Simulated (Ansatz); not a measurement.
# Elastic response of glassy CaAl2Si2O8 (156 atoms), part 3 of 3

Aim: relax glassy CaAl2Si2O8 (156 atoms), then change its volume to read the bulk modulus from the stress.

Ansatz 0.2.0; Kohn-Sham DFT, PBE, PAW (set soft_2), plane waves.

The cell: 24 Al, 12 Ca, 96 O and 24 Si. The quench rate of 20 K/ps is orders of magnitude faster than experiment. The starting topology of bonds comes from the classical model. The Brillouin zone is sampled at Γ only.

So far. Step 6 (Volume +3 %): The relaxation converged after 10 steps, 0.453 eV below its start, with a largest force component of 0.033 eV/Å. Step 6 (Volume +3 %): Volume +3 %: the energy stands 0.387 eV above that of the reference, at a pressure of -1.99 GPa.

## 7. Volume -6 %

The relaxed cell is scaled to another volume.

input.yaml

```yaml
crystal:
  lattice:
    - [12.19906, 0.02231, -0.03911]
    - [0.02231, 12.8901, 0.12432]
    - [-0.03911, 0.12432, 12.06961]
  atoms:
    [... the 156 atom lines of step 4 ...]
kpoints:
  mp_grid: { grid: [1, 1, 1] }
hamiltonian:
  xc: pbe
scf:
  occupations: { method: fermi_dirac, width: 0.05 }
output:
  forces: true
  eigenvalues: true
  stress: true
relax:
  f_tol: 0.05
  max_steps: 70
```

On the command line:

```bash
$ ansatz run input.yaml --threads 4 --pin off --max-ram 8192MiB --backend cpu --events-out ev --progress --plain --runs-dir out
```

Numbers of over 12 decimals in the logs are rounded to 6 here.

Log:

```text
Warning: output.stress: scf.convergence.dr2_threshold = 1e-7 eV (the SCF's general default) is looser than the 1.08e-8 eV advised for a printed stress (1e-10 eV for each atom of the cell: 156, of which 108 are counted). What an SCF threshold leaves in a stress goes as its square root, and in the free energy as the threshold itself, and one threshold admits the most on a small cell: [...]
[...]
Pseudopotentials: kind: paw
Pseudopotential: Al, paw, valence charge 3, recommended cutoff 420 eV (normal), Al.paw.azcp
Pseudopotential: Ca, paw, valence charge 10, recommended cutoff 420 eV (normal), Ca.paw.azcp
Pseudopotential: O, paw, valence charge 6, recommended cutoff 420 eV (normal), O.paw.azcp
Pseudopotential: Si, paw, valence charge 4, recommended cutoff 420 eV (normal), Si.paw.azcp
[... 5 lines on functional and potentials left out ...]
Crystal: 156 atoms, lattice volume = 1897.697 Å³
Basis set: ecut = 420 eV, 37115 PW (Γ), exchange–correlation on 180×180×162 points (8 copies of the dense FFT grid, shifted against one another)
Bands: 588, of which v1, the nominal top of the filled ones, is band 432 counted from 1 (431 counted from 0)
Symmetry: 1 space group operations
Space group: P1 (ITA 1), of the structure as read, at distance tolerance 1.2e-4 Å
k-points: 1
[... 9 lines on functional and potentials left out ...]
Initial density: superposition of atomic densities (neutral atoms: chi_scale 0, normalization atom), corrected by the library's trained network
Initial wavefunctions: pseudopotential atomic-orbital guess
[...]
SCF iter   1: F=—  HF=-104638.251008 eV  |F-HF|=—  |Δ(HF+E_count)|=         —  Δρ=2.20e-3  dr2=1.15e-1  ethr=1.77e-3  ⟨swp⟩=6.0  Hψ=2626  notcnv=0  defer=140
preconditioner: auto → Resta (q_TF=auto, 2.393 Å⁻¹)  ε∞=3.3  [insulator: Δε(μ)=4.214 eV  Ē_g=16.192 eV  σ=0.050 eV  W_gap=1.00  n_scr=452 (ndim 8)  ℏωp=24.7 eV  f_vac=0.084  D(μ)=0.00/eV (n_scr^D=0)  ε∞_Penn≈3.3]
[...]
SCF iter   5: F=—  HF=-104638.256366 eV  |F-HF|=—  |Δ(HF+E_count)|=   2.52e-5  Δρ=8.91e-5  dr2=1.37e-4  ethr=6.59e-8  ⟨swp⟩=2.0  Hψ=895  notcnv=0  defer=152
SCF iter   6: F=-104638.256373 eV  HF=-104638.256383 eV  |F-HF|=1.00e-5  |Δ(HF+E_count)|=   1.72e-5  Δρ=4.08e-5  dr2=2.71e-5  ethr=7.23e-9  ⟨swp⟩=16.0  Hψ=4184  notcnv=0
SCF 1 converged in 6 iterations: F = -104638.256373 eV  dr2 = 2.71e-5
[...]
relax step   1: F+E_penalty+E_count = -104638.25637316 eV  Δ(F+E_penalty+E_count) = +0.000e0 eV  max|allowed force component| = 1.029e0 eV/Å  Δτ_max = 0.0000 Å  (6 SCF iters, dr2 threshold 6.25e-5 eV, accepted)
[...]
relax step   2: F+E_penalty+E_count = -104639.37915521 eV  Δ(F+E_penalty+E_count) = -1.123e0 eV  max|allowed force component| = 5.938e-1 eV/Å  Δτ_max = 0.0786 Å  (6 SCF iters, dr2 threshold 6.62e-5 eV, accepted)
[...]
relax step   5: F+E_penalty+E_count = -104640.29452639 eV  Δ(F+E_penalty+E_count) = -2.271e-1 eV  max|allowed force component| = 1.274e-1 eV/Å  Δτ_max = 0.0961 Å  (10 SCF iters, accepted)
[...]
relax step   8: F+E_penalty+E_count = -104640.33457091 eV  Δ(F+E_penalty+E_count) = -8.514e-3 eV  max|allowed force component| = 1.715e-1 eV/Å  Δτ_max = 0.2000 Å  (10 SCF iters, accepted)
[...]
Step cancelled. What follows is not a result of the run: it is the report of the last solve that finished, which converged after 10 SCF iterations.
Free energy (F): -104640.334571 eV
Harris-Foulkes:  -104640.334571 eV  (|F-HF|=1.54e-8)
Internal energy: -104640.334571 eV  (E = F + TS)
E sigma→0 (E₀):  -104640.334571 eV
Fermi energy:    7.103177 eV
--- Per-component energies (eV) ---
[...]
Σ components = -104640.334571   (vs F -104640.334571, Δ=0.00e0)
--- Forces (eV/Å), atoms counted from 1 ---
  atom   1  Al     0.01539075    -0.02169161    -0.02735758
  atom   2  Al     0.00607101    -0.01177822     0.00891136
  atom   3  Al    -0.01825289    -0.03722530    -0.04570262
  atom   4  Al     0.01488480     0.03814488    -0.01432100
[...]
atom 156  Si     0.07845939     0.03688848     0.02345859
  max |Σ_I F_I| component: 1.50e-4 eV/Å
--- Stress (GPa, compression-positive) ---
        4.534205       0.051315       0.058794
        0.051318       4.937128      -0.215703
        0.058795      -0.215708       5.019804
  P = ⅓ Tr σ = 4.8304 GPa (48.304 kbar)
--- Band table (eV) ---
  k-point 0: bands = ["-33.6892", "-33.6415", "-33.3921", "-33.3572", [... 572 levels ...], "14.6888", "14.6990", "14.7328", "14.7545", "14.7979", "14.8165", "14.8393", "14.8494", "14.8897", "14.9028", "14.9308", "14.9650"]
End of that report.
Error: SIGTERM received: cancelled by the caller after 3 completed SCF iterations
```

The job ended after 7.4 min (4 threads of Arm Neoverse V1, shared host; peak memory 3.1 GiB).

The relaxation was stopped at its limit after 8 steps, 2.08 eV below its start, with a largest force component of 0.17 eV/Å.

Volume -6 %: the energy stands 1.85 eV above that of the reference.

## 8. Volume +6 %

The relaxed cell is scaled to another volume.

Input and log are left out; they have the form of those shown for this kind of step.

It took 5.6 min on 4 threads of Arm Neoverse V1, shared host; peak memory 3.3 GiB.

The relaxation was stopped at its limit after 5 steps, 1.68 eV below its start, with a largest force component of 0.21 eV/Å.

Volume +6 %: the energy stands 1.53 eV above that of the reference.

## 9. Volume -10 %

The relaxed cell is scaled to another volume.

input.yaml, the sections that differ from step 7:

```yaml
crystal:
  lattice:
    - [12.02351, 0.02198, -0.03855]
    - [0.02198, 12.7046, 0.12253]
    - [-0.03855, 0.12253, 11.89592]
  atoms:
    [... the 156 atom lines of step 4 ...]
# kpoints, hamiltonian, scf, output, relax: as in step 7
```

Log:

```text
Warning: output.stress: scf.convergence.dr2_threshold = 1e-7 eV (the SCF's general default) is looser than the 1.08e-8 eV advised for a printed stress (1e-10 eV for each atom of the cell: 156, of which 108 are counted). What an SCF threshold leaves in a stress goes as its square root, and in the free energy as the threshold itself, and one threshold admits the most on a small cell: [...]
[...]
Pseudopotentials: kind: paw
Pseudopotential: Al, paw, valence charge 3, recommended cutoff 420 eV (normal), Al.paw.azcp
Pseudopotential: Ca, paw, valence charge 10, recommended cutoff 420 eV (normal), Ca.paw.azcp
Pseudopotential: O, paw, valence charge 6, recommended cutoff 420 eV (normal), O.paw.azcp
Pseudopotential: Si, paw, valence charge 4, recommended cutoff 420 eV (normal), Si.paw.azcp
[... 5 lines on functional and potentials left out ...]
Crystal: 156 atoms, lattice volume = 1816.943 Å³
Basis set: ecut = 420 eV, 35501 PW (Γ), exchange–correlation on 162×180×160 points (8 copies of the dense FFT grid, shifted against one another)
Bands: 588, of which v1, the nominal top of the filled ones, is band 432 counted from 1 (431 counted from 0)
Symmetry: 1 space group operations
Space group: P1 (ITA 1), of the structure as read, at distance tolerance 1.2e-4 Å
k-points: 1
[... 9 lines on functional and potentials left out ...]
Initial density: superposition of atomic densities (neutral atoms: chi_scale 0, normalization atom), corrected by the library's trained network
Initial wavefunctions: pseudopotential atomic-orbital guess
[...]
SCF iter   1: F=—  HF=-104630.434573 eV  |F-HF|=—  |Δ(HF+E_count)|=         —  Δρ=2.38e-3  dr2=1.25e-1  ethr=1.77e-3  ⟨swp⟩=6.0  Hψ=2629  notcnv=0  defer=137
preconditioner: auto → Resta (q_TF=auto, 2.410 Å⁻¹)  ε∞=3.3  [insulator: Δε(μ)=4.464 eV  Ē_g=16.527 eV  σ=0.050 eV  W_gap=1.00  n_scr=440 (ndim 8)  ℏωp=25.2 eV  f_vac=0.079  D(μ)=0.00/eV (n_scr^D=0)  ε∞_Penn≈3.3]
[...]
SCF iter   5: F=—  HF=-104630.435187 eV  |F-HF|=—  |Δ(HF+E_count)|=   1.93e-5  Δρ=9.07e-5  dr2=1.35e-4  ethr=6.79e-8  ⟨swp⟩=2.0  Hψ=895  notcnv=0  defer=152
SCF iter   6: F=-104630.435196 eV  HF=-104630.435206 eV  |F-HF|=9.43e-6  |Δ(HF+E_count)|=   1.85e-5  Δρ=4.07e-5  dr2=2.55e-5  ethr=7.23e-9  ⟨swp⟩=14.0  Hψ=3997  notcnv=0
SCF 1 converged in 6 iterations: F = -104630.435196 eV  dr2 = 2.55e-5
[...]
relax step   1: F+E_penalty+E_count = -104630.43519646 eV  Δ(F+E_penalty+E_count) = +0.000e0 eV  max|allowed force component| = 1.851e0 eV/Å  Δτ_max = 0.0000 Å  (6 SCF iters, dr2 threshold 6.25e-5 eV, accepted)
[...]
relax step   2: F+E_penalty+E_count = -104633.70751222 eV  Δ(F+E_penalty+E_count) = -3.272e0 eV  max|allowed force component| = 1.074e0 eV/Å  Δτ_max = 0.1210 Å  (6 SCF iters, dr2 threshold 1.00e-4 eV, accepted)
[...]
relax step   3: F+E_penalty+E_count = -104635.81825091 eV  Δ(F+E_penalty+E_count) = -2.111e0 eV  max|allowed force component| = 5.274e-1 eV/Å  Δτ_max = 0.1919 Å  (7 SCF iters, dr2 threshold 7.21e-5 eV, accepted)
[...]
```

The job ended after 3.4 min (4 threads; peak memory 2.9 GiB).

The run was cut off at its time limit.

The session had allowed this step about 3.4 min.

## 10. Pressure against volume

Atoms are relaxed at each volume, in the scaled cell.

```tsv
volume change (%)	volume (Å³/atom)	energy change (meV/atom)	pressure (GPa)	largest move on relaxing (Å)	bonds	gap (eV)
-3	12.553	2.85	2.43	0.11	273	3.78
+0	12.941	0.00	0.00	-	271	3.67
+3	13.329	2.48	-1.99	0.23	267	3.55
```

## 11. What came out

The bulk modulus, from the slope of pressure against ln V over the three points nearest the relaxed volume, is 73.6 GPa. The count of bonds runs from 267 to 273 over the series, so at some points contacts cross the cutoffs. The gap goes from 3.78 eV at the smallest volume to 3.55 eV at the largest, -3.9 eV per unit of ln V by a straight line, on the run's k-points.

Caveats: Strains are finite and relaxations stop at the force tolerance of the input, which can leave moduli too stiff; they are those of a static cell at zero temperature. Volumes are changed with the cell's shape held, so in an anisotropic solid the modulus lies over the one under free hydrostatic load. The program notes that the SCF threshold of the relaxations is loose for the stress.

The DFT runs together took 54 min of wall time.

[Logs are printed without paths, hosts, clocks, repeated set-up lines and the standing remarks that a program may print on its own settings, such as how far it seeks lower states.]

[Hosts, paths, dates, database ids (printed as entryN), source tags and the programs' standing remarks are cut or masked in the printed files.]
